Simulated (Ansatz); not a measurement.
The compound is MnS (Fm-3m).

The database entry behind the starting cell differs from later determinations by our own check (an axis about 0.2 % short against later determinations), so it need not match the best structure at ambient conditions.

```xyz
2
Lattice="0.0000 -2.6045 -2.6045 2.6045 0.0000 -2.6045 2.6045 -2.6045 0.0000" Properties=species:S:1:pos:R:3 pbc="T T T"
Mn    0.0000    0.0000    0.0000
S     2.6045   -2.6045   -2.6045
```

The cell and positions come from the Crystallography Open Database and are kept as given unless a step says otherwise. The program's search for lower electronic states was switched off, so nothing shows that the state found is the lowest. PAW set soft_2, made with PBE.

A constrained-RPA run (Ansatz 0.2.0; non-magnetic PBE; Mn d + anion p, bands v6 to c2, 6×6×6 mesh, medium accuracy) builds 8 functions on bands 8.4 eV wide, with 11.0 electrons in the window. The bare on-site interaction is 20.8 eV and the bare J 0.71 eV.

Estimate U, U′ and J.

On the Mn d shell, U = 6.81 eV (33 % of the bare value), U′ = 5.65 eV, J = 0.58 eV.

The parent state is non-magnetic and the interaction static (zero frequency); U depends on the window and the orbitals, so it belongs to this model alone. A window that holds the anion p bands defines a model with explicit ligands; its U belongs to that model and is not the U of DFT+U.

[Paths, hosts, dates, memory and timing lines, banners, echoed tables and standing remarks are left out of the program output.]

[Logs are printed without paths, hosts, clocks, repeated set-up lines and the standing remarks that a program may print on its own settings, such as how far it seeks lower states.]

[Runs of the session that timed out or met a known fault of the program may be left out.]

[Hosts, paths, dates, database ids (printed as entryN), source tags and the programs' standing remarks are cut or masked in the printed files.]
